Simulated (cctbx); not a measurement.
# Which space group?

Cell: a = 3.9290 Å, b = 3.9290 Å, c = 9.4090 Å, α = 90.00°, β = 90.00°, γ = 120.00°. Expected content of the cell: Cu3 Co1 V4 Al2.

The data are simulated with cctbx, not measured: Cu Kα, λ = 1.54184 Å, to d = 0.83 Å, 50 % of the full sphere, strongest reflection 20000 counts, noise from counting, a 2 % proportional error and a noise floor of 4 counts (s.d.); no absorption.

Tests on the unmerged data give:

```text
460 reflections to d = 0.832 A
centring   violations  <I/sigma> of those
    A        179 of   225     11.9
    B        181 of   226     12.3
    C        186 of   229     12.8
    I        191 of   240     12.6
    R        256 of   306     11.6
    F        273 of   340     12.4
Laue class    unique    Rint  (classes that these axes allow; Friedel mates merged)
P -1              346   0.087
P 1 1 2/m         227   0.431
P -3              156   0.063
P -3 1 m          104   0.383
P -3 m 1          115   0.065
P 6/m              90   0.381
P 6/m m m          76   0.385
space group    extra absences  I>4sigma  <I/sigma>
P 3 2 1                 0          0         -  acentric
P 3 m 1                 0          0         -  acentric
P -3 m 1                0          0         -  centric
Wilson B = 1.74 A^2   <|E^2-1|> = 1.167 (0.968 centric, 0.736 acentric)   E^2>4: 7.0 %
shell (A)         n   <I/sigma>
 9.41 - 1.66     20     17.4
 1.66 - 1.32     14     14.3
 1.32 - 1.15     13      7.7
 1.15 - 1.05     17     21.2
 1.05 - 0.97     10     17.1
 0.97 - 0.92     17      8.2
 0.92 - 0.87     10     12.6
 0.87 - 0.83     14      9.5
```

**Question.** What are the lattice type, the Laue class and the likely space group?

Every centring test has many violations, so the lattice is primitive.

Rint stays low (0.063 to 0.087) up to P -3 m 1 and is 0.381 or more in the other classes. It includes Bijvoet differences, since Friedel mates are merged.

3 settings pass the absence test. No glide or screw absences show, which leaves P 3 2 1, P 3 m 1 and P -3 m 1.

⟨|E²−1|⟩ = 1.167 is above even the centric ideal, a mark of pseudo-translation (a class of systematically weak reflections). It says nothing here on a centre of symmetry. The Wilson B of 1.74 Å² means U ≈ 0.0220 Å².

The true group is P3m1 (no. 156), Laue class -3m, non-centrosymmetric. The tables only narrow the choice to the tied entries; cell content, site symmetry and trial solutions must settle it.

The crystal is twinned by the law (1 0 0 1 -1 0 0 0 -1) with a minor fraction of 0.05; Rint in the higher class falls towards the noise as the fraction nears 1/2.

The model was made for the exercise: a known structure type with other elements put in, its volume estimated, not relaxed; displacement parameters are assumed.

[Logs are printed without paths, hosts, clocks, repeated set-up lines and the standing remarks that a program may print on its own settings, such as how far it seeks lower states.]
